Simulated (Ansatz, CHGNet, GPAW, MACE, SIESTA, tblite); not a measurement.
## Random start for liquid ZnBr2 at 780 K (102 atoms): runs against a plane-wave reference

Density of this cell: 3.37 g/cm³. The cell holds 102 atoms: 34 Zn and 68 Br. Cell: a = 15.575 Å, b = 15.575 Å, c = 15.575 Å, α = 90.0°, β = 90.0°, γ = 90.0°. 102 atoms (34 Zn, 68 Br) packed at random in a cube at 3.37 g/cm³ and pushed apart as soft spheres, cations and anions kept from their own kind; a start for melting by ab initio MD, not an equilibrated structure. The density is the measured one of the melt at 780 K (3.365 g/cm³). Then every atom was moved at random, 0.02 Å r.m.s. a Cartesian component.

Geometry: as built.

The reference, a calculation:

- method: Kohn-Sham DFT, PBE, PAW, plane waves (Ansatz 0.2.0); cutoff 420 eV, Γ point, fermi-dirac smearing of 0.05 eV; PAW set soft_2
- r.m.s. force component: 0.6361 eV/Å
- longest force: 2.264 eV/Å
- pressure: -2.684 GPa
- SCF cycles: 19
- time: 100 s on 4 threads of Arm Neoverse V2, shared host
- CPU time: 6.5 min

Runs, in no order:
A. CHGNet 0.3.0 potential: machine-learned interatomic potential CHGNet 0.3.0, trained on PBE(+U) plane-wave data
B. GPAW PBE, LCAO sz(dzp), h 0.2 Å: Kohn-Sham DFT, PBE, PAW, atomic orbitals (sz(dzp))
C. GPAW PBE, LCAO dzp, h 0.22 Å: Kohn-Sham DFT, PBE, PAW, atomic orbitals (dzp)
D. MACE MPA-0 medium potential: machine-learned interatomic potential MACE MPA-0 medium, trained on PBE(+U) plane-wave data

Q: Order them from the smallest to the largest r.m.s. force difference.

C, D, A, B.

```csv
run,"Δ force, r.m.s. (meV/Å)",share of r.m.s. force (%),CPU time
"C. GPAW PBE, LCAO dzp, h 0.22 Å",31.8,5.00,6 min
D. MACE MPA-0 medium potential,107,16.9,6.3 s
A. CHGNet 0.3.0 potential,239,37.5,2.8 s
"B. GPAW PBE, LCAO sz(dzp), h 0.2 Å",408,64.1,3.5 min
```

Machine-learned potentials mimic data converged in k, so the reference's own k-point error enters their differences. The electronic-structure runs sample only Γ, in a cell whose shortest periodic width is 16 Å, which is coarse for a cell with partly filled levels.

[Logs are printed without paths, hosts, clocks, repeated set-up lines and the standing remarks that a program may print on its own settings, such as how far it seeks lower states.]

[Hosts, paths, dates, database ids (printed as entryN), source tags and the programs' standing remarks are cut or masked in the printed files.]
